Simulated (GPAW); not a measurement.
# WSi2P4 monolayer in an electric field, part 2 of 2

How does WSi2P4 monolayer screen a perpendicular field?

GPAW 26.7.0; GPAW, PAW setups; layer in a repeated cell with vacuum, relaxation of atoms and in-plane cell (the session's first sound run).

So far. Step 5 (In a field): The dipole is now -0.0648 e Å, against 6.3e-4 in the run without a field.

## (7) In a field

Level of this step: GPAW, PAW setups; slab in vacuum (GPAW).

File run.py:

```python
import json
import numpy as np
from ase import Atoms
from gpaw import GPAW, PW
from gpaw.external import ConstantElectricField

slab = Atoms(
    ['P', 'Si', 'P', 'W', 'P', 'Si', 'P'],
    positions=[
        [0.00000, -0.00000, 7.00000],
        [-0.00000, 1.99988, 8.03608],
        [-0.00000, 1.99988, 10.30122],
        [0.00000, 0.00000, 11.73232],
        [-0.00000, 1.99988, 13.16341],
        [-0.00000, 1.99988, 15.42855],
        [0.00000, -0.00000, 16.46463]],
    cell=[[3.46389, -0.0, 0.0], [-1.73194, 2.99982, 0.0], [0.0, 0.0, 23.4646]],
    pbc=[True, True, False])

slab.calc = GPAW(mode=PW(400), xc='PBE', kpts={'size': (9, 9, 1), 'gamma': True},
                 occupations={'name': 'fermi-dirac', 'width': 0.05}, nbands='200%',
                 convergence={'density': 1e-05}, maxiter=200,
                 poissonsolver={'dipolelayer': 'xy'},
                 external=ConstantElectricField(0.05, [0, 0, 1]),
                 symmetry={'tolerance': 1e-3}, txt='slab.txt')
result = {}
energy = slab.get_potential_energy()
fermi = slab.calc.get_fermi_level()
v = slab.calc.get_electrostatic_potential().mean((0, 1)) - fermi
n = slab.calc.get_pseudo_density().mean((0, 1))
L = slab.cell[2, 2]
z = np.arange(len(v)) * L / len(v)
low, high = slab.positions[:, 2].min(), slab.positions[:, 2].max()
below, above = np.interp([low - 4.8, high + 4.8], z, v)
slopes = [np.interp(x, z, np.gradient(v, z)) for x in (low - 4.8, high + 4.8)]
eps = np.array([[slab.calc.get_eigenvalues(k, s) for k in range(len(slab.calc.get_ibz_k_points()))]
                for s in range(slab.calc.get_number_of_spins())]) - fermi
top, bottom = eps[eps < 0].max(), eps[eps > 0].min()
dipole = slab.get_dipole_moment()[2]
print(f'energy {energy:.4f} eV, Fermi level {fermi:.4f} eV, dipole {dipole:.5f} e A')
print(f'potential 4.8 A off the faces, from the Fermi level: lower {below:.4f} eV, upper {above:.4f} eV')
print(f'slope of the potential there: lower {slopes[0]:.5f}, upper {slopes[1]:.5f} eV/A')
print(f'nearest levels on the mesh: {top:.4f} and {bottom:.4f} eV')
print('magnetic moment', round(slab.get_magnetic_moment(), 3))
result.update(energy=energy, fermi=fermi, dipole=dipole, below=below, above=above, slopes=slopes, edges=[top, bottom],
              z=z.tolist(), v=v.tolist(), n=n.tolist(), positions=slab.positions.tolist(),
              forces=slab.get_forces(apply_constraint=False).tolist(), moments=slab.get_magnetic_moments().tolist())
json.dump(result, open('result.json', 'w'))
```

The run is started by

```bash
> OMP_NUM_THREADS=1 OPENBLAS_NUM_THREADS=1 python run.py
```

The program printed:

```text
energy -45.6247 eV, Fermi level 1.6172 eV, dipole 0.03240 e A
potential 4.8 A off the faces, from the Fermi level: lower 5.1075 eV, upper 4.5431 eV
slope of the potential there: lower -0.00006, upper 0.00004 eV/A
nearest levels on the mesh: -0.4253 and 0.4251 eV
magnetic moment 0.0
```

Wall time 3.5 min (1 thread of Arm Neoverse V1, shared host); peak memory 0.39 GiB.

## (8) Field on

run.py: that of step 7 with these lines changed.

```diff
@@ -23,3 +23,3 @@
                  poissonsolver={'dipolelayer': 'xy'},
-                 external=ConstantElectricField(0.05, [0, 0, 1]),
+                 external=ConstantElectricField(0.1, [0, 0, 1]),
                  symmetry={'tolerance': 1e-3}, txt='slab.txt')
```

The program printed:

```text
energy -45.6271 eV, Fermi level 1.6170 eV, dipole 0.06481 e A
potential 4.8 A off the faces, from the Fermi level: lower 5.3905 eV, upper 4.2614 eV
slope of the potential there: lower -0.00011, upper 0.00003 eV/A
nearest levels on the mesh: -0.4253 and 0.4252 eV
magnetic moment 0.0
```

Wall time 3.5 min (1 thread); peak memory 0.39 GiB.

Electrostatic potential energy of an electron (without an applied field's), less the Fermi level, planar mean against z:

| z (Å) | electrostatic potential energy of an electron (without an applied field's), less the Fermi level, planar mean (eV) |
| --- | --- |
| 0.0 | 4.83 |
| 0.5 | 5.39 |
| 1.0 | 5.39 |
| 1.5 | 5.39 |
| 2.0 | 5.39 |
| 2.5 | 5.39 |
| 3.0 | 5.39 |
| 3.5 | 5.39 |
| 4.0 | 5.38 |
| 4.5 | 5.36 |
| 5.0 | 5.25 |
| 5.5 | 4.79 |
| 6.0 | 2.88 |
| 6.5 | -4.04 |
| 7.0 | -14.6 |
| 7.5 | -11.2 |
| 8.0 | -12.9 |
| 8.5 | -5.69 |
| 9.0 | 0.752 |
| 9.5 | 0.173 |
| 10.0 | -8.59 |
| 10.5 | -11.8 |
| 11.0 | -7.70 |
| 11.5 | -17.4 |
| 12.0 | -16.6 |
| 12.5 | -7.72 |
| 13.0 | -12.5 |
| 13.5 | -8.11 |
| 14.0 | 0.0307 |
| 14.5 | -0.0197 |
| 15.0 | -6.98 |
| 15.5 | -13.7 |
| 16.0 | -12.1 |
| 16.5 | -15.1 |
| 17.0 | -4.29 |
| 17.5 | 2.07 |
| 18.0 | 3.75 |
| 18.5 | 4.15 |
| 19.0 | 4.24 |
| 19.5 | 4.26 |
| 20.0 | 4.26 |
| 20.5 | 4.26 |
| 21.0 | 4.26 |
| 21.5 | 4.26 |
| 22.0 | 4.26 |
| 22.5 | 4.26 |
| 23.0 | 4.26 |

The dipole is now 0.0648 e Å, against 6.3e-4 in the run without a field.

## (9) In a field

run.py: that of step 8 with these lines changed.

```diff
@@ -23,3 +23,3 @@
                  poissonsolver={'dipolelayer': 'xy'},
-                 external=ConstantElectricField(0.1, [0, 0, 1]),
+                 external=ConstantElectricField(0.2, [0, 0, 1]),
                  symmetry={'tolerance': 1e-3}, txt='slab.txt')
```

The program printed:

```text
energy -45.6368 eV, Fermi level 1.6159 eV, dipole 0.12965 e A
potential 4.8 A off the faces, from the Fermi level: lower 5.9575 eV, upper 3.6988 eV
slope of the potential there: lower -0.00014, upper -0.00000 eV/A
nearest levels on the mesh: -0.4254 and 0.4252 eV
magnetic moment 0.0
```

Wall time 2.9 min (1 thread); peak memory 0.39 GiB.

The dipole is now 0.130 e Å, against 6.3e-4 in the run without a field.

## (10) Field on

run.py: that of step 9 with these lines changed.

```diff
@@ -23,3 +23,3 @@
                  poissonsolver={'dipolelayer': 'xy'},
-                 external=ConstantElectricField(0.2, [0, 0, 1]),
+                 external=ConstantElectricField(0.3, [0, 0, 1]),
                  symmetry={'tolerance': 1e-3}, txt='slab.txt')
```

The program printed:

```text
energy -45.6530 eV, Fermi level 1.6142 eV, dipole 0.19448 e A
potential 4.8 A off the faces, from the Fermi level: lower 6.5258 eV, upper 3.1376 eV
slope of the potential there: lower -0.00019, upper -0.00002 eV/A
nearest levels on the mesh: -0.4255 and 0.4253 eV
magnetic moment 0.0
```

Run time: 3.1 min. Hardware: 1 thread; peak memory 0.39 GiB.

The dipole is now 0.194 e Å, against 6.3e-4 in the run without a field.

## (11) The series

The members are put on one axis.

This step: induced dipole against applied field (GPAW 26.7.0).

The dipole along the normal by field:

| field (V/Å) | dipole along the normal (e·Å) |
| --- | --- |
| -0.200 | -0.130 |
| -0.100 | -0.0648 |
| -0.050 | -0.0324 |
| 0.000 | 6.3e-4 |
| 0.050 | 0.0324 |
| 0.100 | 0.0648 |
| 0.200 | 0.130 |
| 0.300 | 0.194 |

## (12) A changed run

One more run, with changed settings.

This step: GPAW, PAW setups; slab in vacuum (GPAW 26.7.0).

run.py: that of step 10 with these lines changed.

```diff
@@ -4,3 +4,2 @@
 from gpaw import GPAW, PW
-from gpaw.external import ConstantElectricField
 
@@ -20,6 +19,5 @@
 slab.calc = GPAW(mode=PW(400), xc='PBE', kpts={'size': (9, 9, 1), 'gamma': True},
-                 occupations={'name': 'fermi-dirac', 'width': 0.05}, nbands='200%',
-                 convergence={'density': 1e-05}, maxiter=200,
+                 occupations={'name': 'fermi-dirac', 'width': 1.0}, nbands='200%',
+                 convergence={'density': 1e-05}, maxiter=50,
                  poissonsolver={'dipolelayer': 'xy'},
-                 external=ConstantElectricField(0.3, [0, 0, 1]),
                  symmetry={'tolerance': 1e-3}, txt='slab.txt')
```

The program printed:

```text
energy -44.2242 eV, Fermi level 1.3944 eV, dipole 0.00063 e A
potential 4.8 A off the faces, from the Fermi level: lower 5.2371 eV, upper 5.2266 eV
slope of the potential there: lower -0.03127, upper 0.03127 eV/A
nearest levels on the mesh: -0.3878 and 0.4099 eV
magnetic moment 0.0
```

The job ended after 1.8 min (1 thread; peak memory 0.23 GiB).

The run finished. A setting was moved off its sound value on purpose, so it serves as a test and not as the result.

The fault put into the input: a smearing of electronvolts (width = 1.0).

## (13) Summary of results

| Quantity | Value |
| --- | --- |
| work function, upper and lower face (Fermi level placed in the gap by the smearing) | 4.820 and 4.830 eV |
| ionisation energy from the upper face (highest filled level on the mesh) | 5.25 eV |
| electron affinity from the upper face (lowest empty Kohn-Sham level on the mesh) | 4.39 eV |
| dipole along the normal | 6.3e-4 e Å |
| induced dipole per field | 0.648 e Å per V/Å |
| out-of-plane polarisability per area, α/(ε0 A) | 11.3 Å |

What this shows: The field induces 0.648 e Å per V/Å, a polarisable thickness α/(ε0 A) of 11.3 Å beside 9.46 Å between the outermost nuclei. A perfect conductor would give the distance between its two image planes; a dielectric of thickness t gives t(1 - 1/ε). The levels nearest the Fermi level on the mesh lie 0.850 eV apart, so the slab is gapped there: the smearing puts the Fermi level inside the gap, and from either face the ionisation energy is the work function plus 0.43 eV. Both are Kohn-Sham levels on the mesh, and semilocal gaps are too small, so the affinity tends to come out too large and the ionisation energy too small. The induced dipole is linear in the field over this range. With elements this heavy, spin-orbit coupling can move band edges by tenths of an eV. The small printed dipole stands for a step of -11 meV from the lower to the upper face, and the probes find -11 meV; values this small are near the numerical noise of both. The layer's cell and atoms come from the relaxation; spin-orbit coupling and temperature are left out.

[Logs are printed without paths, hosts, clocks, repeated set-up lines and the standing remarks that a program may print on its own settings, such as how far it seeks lower states.]

[Hosts, paths, dates, database ids (printed as entryN), source tags and the programs' standing remarks are cut or masked in the printed files.]
